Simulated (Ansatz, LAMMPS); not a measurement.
## Atom list for Glassy 57SiO2-27Al2O3-16BaO (mol %) (149 atoms)

The starting structure: 149 atoms (25 Si, 24 Al, 7 Ba, 93 O) placed at random at 2.73 g/cm³, melted at 4000 K for 10 ps at fixed volume with the Morse and Coulomb pair potential with partial charges (Pedone, Malavasi, Menziani, Cormack and Segre, J. Phys. Chem. B 110, 11780 (2006)). Quenched from 4000 K to 300 K at 25 K/ps and fixed volume, held 5 ps.

Geometry: step 2 of a relaxation. Computed with Ansatz 0.2.0: Kohn-Sham DFT, revPBE, PAW (set soft_2), plane waves; cutoff 420 eV, Γ point, fermi-dirac smearing of 0.025 eV; density 2.73 g/cm³.

Cell vectors (Å):

```
13.216 0.000 0.000
0.000 13.216 0.000
0.000 0.000 13.216
```

Positions (Å):

```
1 Si 4.720 7.308 9.268
2 Si 8.339 6.265 0.274
3 Si 10.776 4.505 12.933
4 Si 2.457 9.435 0.291
5 Si 6.325 4.848 10.099
6 Si 8.791 9.256 10.347
7 Si 2.724 1.669 4.469
8 Si 12.550 10.421 4.829
9 Si 9.001 7.779 7.479
10 Si 3.834 7.154 12.155
11 Si 12.471 9.918 9.504
12 Si 4.083 3.378 8.287
13 Si 11.285 9.419 1.956
14 Si 8.160 8.696 2.050
15 Si 3.614 11.520 11.374
16 Si 10.581 0.718 0.978
17 Si 8.685 2.139 12.301
18 Si 2.092 10.931 8.668
19 Si 7.393 11.274 7.093
20 Si 2.596 1.353 11.873
21 Si 11.597 3.369 2.463
22 Si 0.674 1.617 9.330
23 Si 3.993 3.464 2.299
24 Si 0.162 13.165 3.672
25 Si 8.840 0.722 7.177
26 Al 8.767 2.880 9.265
27 Al 0.225 5.666 11.913
28 Al 12.771 10.420 12.692
29 Al 11.908 3.629 8.160
30 Al 13.198 7.613 0.547
31 Al 3.579 4.312 5.264
32 Al 6.752 8.512 12.445
33 Al 10.286 5.505 8.894
34 Al 1.416 4.344 9.937
35 Al 13.120 6.786 8.622
36 Al 11.280 2.087 5.244
37 Al 3.034 4.194 12.760
38 Al 5.998 10.267 9.878
39 Al 6.872 8.823 5.158
40 Al 2.914 0.663 7.400
41 Al 6.378 3.804 0.026
42 Al 10.112 11.901 9.410
43 Al 12.184 13.077 11.385
44 Al 1.447 8.603 6.583
45 Al 1.148 4.831 1.926
46 Al 0.297 0.125 0.441
47 Al 10.611 10.154 7.057
48 Al 3.936 7.461 6.072
49 Al 10.743 7.296 11.570
50 Ba 9.498 12.190 4.265
51 Ba 6.665 5.450 6.659
52 Ba 5.914 0.920 10.112
53 Ba 3.175 11.092 4.746
54 Ba 9.176 11.244 12.877
55 Ba 3.534 7.065 2.896
56 Ba 0.302 5.097 5.324
57 O 2.750 4.029 8.834
58 O 6.589 11.209 8.508
59 O 9.745 0.008 8.387
60 O 6.645 10.480 5.878
61 O 12.179 0.820 4.343
62 O 0.081 12.901 2.084
63 O 1.323 1.184 7.988
64 O 3.389 0.792 5.704
65 O 12.406 7.240 12.224
66 O 2.810 8.568 5.483
67 O 11.924 7.989 1.661
68 O 5.158 3.513 1.221
69 O 2.679 12.146 7.714
70 O 7.605 4.929 0.599
71 O 10.770 12.348 11.000
72 O 1.567 1.074 13.036
73 O 4.078 1.697 8.343
74 O 7.197 2.353 12.863
75 O 3.691 5.768 12.937
76 O 8.383 7.201 1.570
77 O 0.233 11.733 4.446
78 O 11.019 1.963 1.923
79 O 7.257 9.423 11.032
80 O 0.121 3.215 9.203
81 O 4.283 4.373 3.548
82 O 0.785 9.348 0.321
83 O 5.974 4.546 11.660
84 O 8.936 10.755 7.067
85 O 6.072 6.324 9.590
86 O 1.468 5.779 3.235
87 O 4.462 3.763 6.739
88 O 7.679 7.079 12.274
89 O 11.168 3.448 4.046
90 O 5.195 8.813 9.545
91 O 7.889 8.028 6.349
92 O 9.125 6.121 7.724
93 O 5.217 11.378 11.035
94 O 1.680 4.426 11.699
95 O 9.825 8.710 11.413
96 O 11.974 5.456 8.032
97 O 1.607 0.642 3.946
98 O 2.610 8.088 12.631
99 O 3.287 13.115 11.516
100 O 9.801 1.195 5.944
101 O 10.372 8.425 6.954
102 O 9.912 6.021 12.839
103 O 9.737 3.425 12.423
104 O 9.591 9.444 2.125
105 O 11.342 10.956 5.757
106 O 2.686 3.923 1.417
107 O 8.701 8.430 8.981
108 O 2.792 10.986 10.105
109 O 12.121 4.481 12.108
110 O 7.433 8.918 3.502
111 O 3.379 5.918 5.589
112 O 7.670 12.892 6.688
113 O 13.212 3.579 2.349
114 O 3.651 2.012 3.177
115 O 3.757 6.866 10.513
116 O 12.595 8.422 9.025
117 O 9.333 0.923 13.106
118 O 3.158 10.698 12.732
119 O 5.082 8.053 12.485
120 O 8.563 1.845 10.700
121 O 4.360 7.224 7.776
122 O 7.739 4.191 9.680
123 O 2.232 9.565 7.860
124 O 10.569 6.385 10.236
125 O 11.056 4.442 1.337
126 O 5.240 3.958 9.237
127 O 3.565 2.607 12.257
128 O 11.890 0.660 13.119
129 O 11.847 9.967 3.376
130 O 10.321 3.680 8.953
131 O 0.528 5.885 10.063
132 O 12.080 2.864 6.625
133 O 0.477 10.885 9.018
134 O 5.412 7.833 5.179
135 O 0.181 9.422 5.729
136 O 2.318 3.108 5.078
137 O 0.826 6.035 0.570
138 O 10.122 12.699 1.843
139 O 8.940 10.809 10.056
140 O 12.368 9.995 11.084
141 O 8.194 1.992 7.915
142 O 7.328 9.312 0.752
143 O 2.959 9.401 1.799
144 O 11.509 10.300 0.603
145 O 0.155 12.068 12.406
146 O 11.183 10.671 8.673
147 O 1.823 1.820 10.508
148 O 12.739 0.702 10.017
149 O 0.912 7.081 7.184
```

Q: Give the force on every atom.

Columns: atom, fx, fy, fz (forces in eV/Å).

```
1 1.538 0.932 3.211
2 0.091 -0.116 -1.819
3 -0.328 1.153 1.486
4 0.985 0.420 0.919
5 -0.448 -2.010 2.698
6 -1.075 -0.363 -1.212
7 0.723 -0.039 0.477
8 -0.026 -0.161 -0.605
9 0.942 -0.167 0.644
10 0.414 -0.561 -1.685
11 1.266 0.721 -0.495
12 -0.286 -0.743 -0.855
13 -1.172 -0.411 0.226
14 -1.794 0.793 0.145
15 -0.330 -0.534 0.607
16 0.874 1.433 -0.385
17 0.172 2.182 -1.111
18 -1.315 -0.210 -1.234
19 0.791 -0.411 -0.185
20 -0.390 0.709 -0.279
21 0.781 0.595 -0.343
22 -0.160 -0.203 2.140
23 0.043 -2.470 0.629
24 -0.690 1.431 -0.238
25 1.845 -0.564 1.690
26 0.614 -0.114 1.205
27 -0.104 -0.427 0.369
28 1.646 0.183 -1.130
29 0.787 -0.016 -0.543
30 0.097 0.126 0.054
31 0.996 -1.360 -0.724
32 -0.865 -1.027 1.267
33 0.126 -0.374 -1.357
34 0.916 -0.678 -0.441
35 -0.089 0.428 -0.327
36 0.410 0.065 0.697
37 0.380 -0.532 0.706
38 0.172 -0.603 0.131
39 -0.633 0.241 0.525
40 -0.738 0.071 0.685
41 0.171 1.752 -0.649
42 0.416 0.729 0.942
43 1.272 0.608 1.055
44 0.007 0.357 1.441
45 -0.773 -0.963 -1.421
46 0.450 -0.031 0.553
47 -1.709 -1.169 1.077
48 1.598 -0.603 1.232
49 0.643 -0.889 1.930
50 0.122 0.053 -0.126
51 -0.077 0.353 0.340
52 -0.029 0.214 0.071
53 -0.246 -0.135 0.385
54 -0.058 0.103 0.112
55 0.341 0.212 -0.041
56 -0.214 0.130 0.113
57 -1.711 0.749 0.318
58 -0.239 0.394 0.130
59 -0.549 0.396 -1.054
60 -0.606 0.260 -0.728
61 -0.420 -0.265 0.187
62 0.090 -0.189 0.206
63 0.526 -0.312 -1.737
64 0.317 -0.453 -0.425
65 0.368 0.012 -0.343
66 -0.798 1.457 -1.345
67 0.160 -0.772 0.517
68 0.278 -0.401 -0.039
69 0.550 -0.215 -0.119
70 -0.351 -1.316 1.049
71 -2.065 -0.869 -0.514
72 -0.643 0.204 1.364
73 0.379 -0.141 0.282
74 0.145 -1.413 -0.134
75 0.658 0.108 0.675
76 0.851 -1.219 1.730
77 1.127 -0.716 0.144
78 -0.812 -1.002 -0.346
79 -0.134 0.742 -0.202
80 -0.354 0.016 0.088
81 0.687 2.003 2.310
82 -1.403 0.238 -0.339
83 -0.134 -0.170 -0.369
84 0.419 0.020 0.009
85 0.270 1.616 -1.498
86 0.286 1.398 1.717
87 0.680 0.222 -0.602
88 0.211 -0.128 -0.198
89 -0.338 0.074 0.101
90 -0.167 0.729 -0.225
91 -0.748 -1.083 0.001
92 -0.678 0.678 -0.604
93 0.201 0.573 -0.028
94 -1.344 0.526 -0.333
95 -0.004 1.191 1.224
96 -0.387 -0.257 0.034
97 -0.538 -0.526 -0.242
98 -1.031 -0.466 -0.482
99 1.403 0.511 -0.029
100 0.182 -0.085 -1.380
101 1.063 0.115 -0.304
102 0.780 -0.029 0.191
103 -1.178 -1.505 -0.357
104 2.062 0.959 0.079
105 -0.385 0.823 -0.961
106 -1.411 0.491 -0.998
107 -0.583 -0.613 -0.711
108 0.529 -0.287 0.653
109 0.635 0.287 -0.470
110 0.437 0.044 -0.754
111 -0.630 0.849 -0.407
112 -0.892 0.111 -0.752
113 -0.023 -0.333 0.182
114 0.873 -0.134 -1.656
115 -1.068 -0.214 0.049
116 -0.191 -1.250 -0.336
117 0.474 -1.272 0.896
118 -0.043 0.923 -0.778
119 1.637 0.941 0.711
120 -0.145 -0.819 -0.268
121 -0.661 -1.041 -2.660
122 0.164 1.167 -0.705
123 0.557 -0.568 -0.704
124 0.122 -0.496 -0.698
125 -0.793 0.359 0.413
126 0.674 -1.097 -0.312
127 0.824 -1.257 -0.514
128 -0.643 0.223 -0.425
129 0.359 0.488 0.991
130 -0.079 0.041 -0.069
131 0.134 0.355 -0.102
132 -0.322 0.049 -0.340
133 0.007 1.107 -0.066
134 0.375 -0.203 -0.261
135 -0.281 0.141 -1.067
136 -1.282 0.691 0.450
137 -0.475 -0.021 -0.478
138 -0.471 -1.068 0.372
139 -0.369 1.158 0.307
140 -0.491 -0.282 0.637
141 -1.410 0.619 -0.510
142 -0.055 1.051 -0.054
143 0.165 -0.165 0.859
144 -1.134 0.598 0.705
145 0.004 -0.387 -0.038
146 0.729 -0.489 -0.050
147 0.054 0.206 -0.483
148 0.370 0.681 -0.750
149 -0.433 -1.176 0.215
```

The quench rate of 25 K/ps is many orders above laboratory rates, so the cell is likely richer in defects and strain than a real sample. The network of bonds at the start is that of the classical potential that made the cell. Only the Γ point is sampled, in a cell whose shortest periodic width is 13 Å.

The r.m.s. force component is 0.814 eV/Å; the longest force, 3.68 eV/Å, acts on Si1. The energy lies 41.0 meV/atom below that of the first step of this run.

[Logs are printed without paths, hosts, clocks, repeated set-up lines and the standing remarks that a program may print on its own settings, such as how far it seeks lower states.]

[Hosts, paths, dates, database ids (printed as entryN), source tags and the programs' standing remarks are cut or masked in the printed files.]
